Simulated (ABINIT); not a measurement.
## CdSe (F-43m): G0W0 in ABINIT against the screening cutoff in the self-energy

How does the gap of CdSe (F-43m) converge in the screening cutoff in the self-energy?

Method: PBE and many-body steps on it, plane waves, in ABINIT 10.8.3.

This is a report of a sequence of runs, with most program output left out.

## Step 1: The structure

Symmetry: F-43m, No. 216, cubic system. Conventional cell: a = 6.141 Å, b = 6.141 Å, c = 6.141 Å, α = 90.00°, β = 90.00°, γ = 90.00°. Cd has 4 Se at 2.66 Å nearest. Nearest to Se lie 4 Cd at 2.66 Å. Farther neighbours and most contacts between anions are not listed.

As a file:

```cif
data_structure
_symmetry_space_group_name_H-M 'F-43m'
_symmetry_Int_Tables_number 216
_cell_length_a 6.1405
_cell_length_b 6.1405
_cell_length_c 6.1405
_cell_angle_alpha 90.000
_cell_angle_beta 90.000
_cell_angle_gamma 90.000
_cell_volume 231.54
loop_
_atom_site_label
_atom_site_type_symbol
_atom_site_symmetry_multiplicity
_atom_site_Wyckoff_symbol
_atom_site_fract_x
_atom_site_fract_y
_atom_site_fract_z
_atom_site_occupancy
Cd1 Cd 4 a 0.00000 0.00000 0.00000 1
Se1 Se 4 c 0.25000 0.25000 0.25000 1
```

The cell and positions are those that the Materials Project relaxed with its own functionals (PBE, PBE+U or r2SCAN), kept fixed.

## Step 2: Screening, 4×4×4 mesh, 284 bands, screening to 217.7 eV

This step: ABINIT 10.8.3; RPA screening on PBE, plane waves, norm-conserving pseudopotentials.

The RPA dielectric matrix is built and inverted for each q.

run.abi reads:

```
acell 3*1.0 Angstrom
rprim 
  -0.000000000000 3.070271198600 3.070271198600
  3.070271198600 -0.000000000000 3.070271198600
  3.070271198600 3.070271198600 0.000000000000
ntypat 2
znucl 48 34
natom 2
typat 1 2
xred 
  0.000000000000 0.000000000000 0.000000000000
  0.750000000000 0.750000000000 0.750000000000
pp_dirpath "pseudos"
pseudos "Cd.upf, Se.upf"
ecut 47
ngkpt 4 4 4
nshiftk 1
shiftk 0 0 0
kptopt 1
chksymbreak 0
istwfk *1
occopt 1
irdwfk 1
optdriver 3
nband 284
ecuteps 8
inclvkb 2
awtr 1
symchi 1
indata_prefix "in"
outdata_prefix "out"
tmpdata_prefix "tmp"
```

Command:

```
$ OMP_NUM_THREADS=1 mpirun -n 8 abinit run.abi > log
```

Wall time 2 min (8 MPI ranks of AMD EPYC 7R43, shared host); peak memory 3.7 GiB.

Numbers from this step:

| Property | Result |
| --- | --- |
| ε∞ with local fields, on this mesh, along the program's q direction | 55.65 |
| the same without local fields | 57.61 |
| plasma frequency | 29.28 eV |
| plane waves in the screening matrix | 411 |

Local fields lower ε∞ by 3 %.

## Step 3: 0.8 Ha

This step: G0W0 on PBE, plane waves, norm-conserving pseudopotentials.

run.abi: that of step 2 with these lines changed.

```diff
@@ -23,8 +23,15 @@
 irdwfk 1
-optdriver 3
+optdriver 4
 nband 284
-ecuteps 8
-inclvkb 2
-awtr 1
-symchi 1
+gwcalctyp 0
+ecutsigx 47
+symsigma 1
+nkptgw 1
+kptgw 
+  0.0000000000 0.0000000000 0.0000000000
+bdgw 
+  16 22
+ecuteps 0.8
+irdscr 1
+ppmodel 1
 indata_prefix "in"
```

Wall time 4.7 s (8 MPI ranks); peak memory 0.99 GiB; 35 s of CPU time.

Numbers from this step:

```
G0W0 gap on the points computed              : 1.665 eV
starting gap on the mesh                     : 0.5475 eV
k of the valence top                         : 0, 0, 0
k of the conduction bottom                   : 0, 0, 0
Z at the valence top                         : 0.812
Z at the conduction bottom                   : 0.824
least direct G0W0 gap on the computed points : 1.665 eV
```

## Step 4: 1.6 Ha

run.abi: that of step 3 with these lines changed.

```diff
@@ -33,3 +33,3 @@
   16 22
-ecuteps 0.8
+ecuteps 1.6
 irdscr 1
```

Run time: 5 s. Hardware: 8 MPI ranks; peak memory 1 GiB; 37 s of CPU time.

This step gave:

```yaml
g0w0_gap_on_the_points_computed: 1.603 eV
starting_gap_on_the_mesh: 0.5475 eV
k_of_the_valence_top: 0, 0, 0
k_of_the_conduction_bottom: 0, 0, 0
z_at_the_valence_top: 0.805
z_at_the_conduction_bottom: 0.82
least_direct_g0w0_gap_on_the_computed_points: 1.603 eV
```

## Step 5: 2.8 Ha

The self-energy is evaluated for the states that the input lists, and the levels follow from it, in one-shot runs by the linearised quasiparticle equation.

run.abi: that of step 4 with these lines changed.

```diff
@@ -33,3 +33,3 @@
   16 22
-ecuteps 1.6
+ecuteps 2.8
 irdscr 1
```

The job ended after 7.1 s (8 MPI ranks; peak memory 1.9 GiB).

This step gave:

- G0W0 gap on the points computed: 1.633 eV
- starting gap on the mesh: 0.5475 eV
- k of the valence top: 0, 0, 0
- k of the conduction bottom: 0, 0, 0
- least direct G0W0 gap on the computed points: 1.633 eV

The gap on the mesh goes from 0.55 eV to 1.63 eV, a correction of +1.09 eV.

## Step 6: 4 Ha

run.abi: that of step 5 with these lines changed.

```diff
@@ -33,3 +33,3 @@
   16 22
-ecuteps 2.8
+ecuteps 4
 irdscr 1
```

The job ended after 8.3 s (8 MPI ranks; peak memory 2.1 GiB).

Numbers from this step:

* G0W0 gap on the points computed: 1.67 eV
* starting gap on the mesh: 0.5475 eV
* k of the valence top: 0, 0, 0
* k of the conduction bottom: 0, 0, 0
* least direct G0W0 gap on the computed points: 1.67 eV

Against the run before, the gap moves by +0.037 eV.

## Step 7: 6 Ha

run.abi: that of step 6 with these lines changed.

```diff
@@ -33,3 +33,3 @@
   16 22
-ecuteps 4
+ecuteps 6
 irdscr 1
```

Wall time 14 s (8 MPI ranks); peak memory 2.8 GiB.

Numbers from this step:

| Item | Value |
| --- | --- |
| G0W0 gap on the points computed | 1.689 eV |
| starting gap on the mesh | 0.5475 eV |
| k of the valence top | 0, 0, 0 |
| k of the conduction bottom | 0, 0, 0 |
| least direct G0W0 gap on the computed points | 1.689 eV |

Against the run before, the gap moves by +0.019 eV.

## Step 8: 8 Ha

run.abi: that of step 7 with these lines changed.

```diff
@@ -33,3 +33,3 @@
   16 22
-ecuteps 6
+ecuteps 8
 irdscr 1
```

Wall time 22 s (8 MPI ranks); peak memory 3.4 GiB; 2.8 min of CPU time.

Numbers from this step:

```yaml
g0w0_gap_on_the_points_computed: 1.699 eV
starting_gap_on_the_mesh: 0.5475 eV
k_of_the_valence_top: 0, 0, 0
k_of_the_conduction_bottom: 0, 0, 0
least_direct_g0w0_gap_on_the_computed_points: 1.699 eV
```

Against the run before, the gap moves by +0.010 eV.

## Step 9: The runs together

Times are wall times on 8 MPI ranks of AMD EPYC 7R43, shared host, good to a factor of about two. A run's time includes the screening step that it read.

```csv
run,mesh,bands,screening cutoff (eV),DFT gap (eV),gap on the mesh (eV),direct (eV),ε∞ used,time
0.8 Ha,4×4×4,284,21.8,0.547,1.665,1.665,55.65,2.1 min
1.6 Ha,4×4×4,284,43.5,0.547,1.603,1.603,55.65,2.1 min
2.8 Ha,4×4×4,284,76.2,0.547,1.633,1.633,55.65,2.1 min
4 Ha,4×4×4,284,108.8,0.547,1.670,1.670,55.65,2.1 min
6 Ha,4×4×4,284,163.3,0.547,1.689,1.689,55.65,2.2 min
8 Ha,4×4×4,284,217.7,0.547,1.699,1.699,55.65,2.4 min
```

## Step 10: Results

```json
{"0.8 Ha": "1.665 eV", "1.6 Ha": "1.603 eV", "2.8 Ha": "1.633 eV", "4 Ha": "1.670 eV", "6 Ha": "1.689 eV", "8 Ha": "1.699 eV", "known limits": "not at the basis limit; exchange with frozen shells missing; mesh may overstate the screening; no spin-orbit coupling; coarse k mesh"}
```

**Reading.** The setting moved: screening cutoff in the self-energy. From 0.8 Ha to 8 Ha the gap moves by +0.03 eV, not steadily: it passes through 1.60 eV. It holds to 0.03 eV from 4 Ha on. Bands and screening cutoff are coupled, so a series along one setting does not show full convergence. Bands and cutoff are finite, so the gap is not at the basis limit. The miss can reach some tenths of an eV and take either sign; the mesh is an error of its own. In the G0W0 runs levels were corrected at 1 k point alone, so a gap called «on the mesh» is the least over those, and an edge elsewhere would be missed. The 4×4×4 mesh is coarse for this cell, which bears on the long-range parts of exchange and screening. The norm-conserving file of at least one element keeps a d shell over frozen s and p shells of the same row. Exchange with those shells is missing from the self-energy, an error of 0.3 to 0.9 eV in cases checked, whose sign depends on which edge lies on those atoms. For the PBE start: The RPA ε∞ on this mesh reaches over 25; with a narrow direct gap a coarse mesh can overstate it, and the correction is then too small. The many-body steps are scalar-relativistic: spin-orbit coupling is not in them.

[Paths, hosts, dates, memory and timing lines, banners, echoed tables and standing remarks are left out of the program output.]

[Logs are printed without paths, hosts, clocks, repeated set-up lines and the standing remarks that a program may print on its own settings, such as how far it seeks lower states.]

[Runs of the session that timed out or met a known fault of the program may be left out.]

[Hosts, paths, dates, database ids (printed as entryN), source tags and the programs' standing remarks are cut or masked in the printed files.]

[G0W0 gaps are taken among the corrected bands and points alone; a level outside them can change the order at an edge.]

[Where Ansatz stands beside ABINIT at settings called matched, ABINIT's density can come from a denser mesh and the files from another edition; pairs whose starting gaps differed by over 0.03 eV were left out, so agreement reads better than it is.]
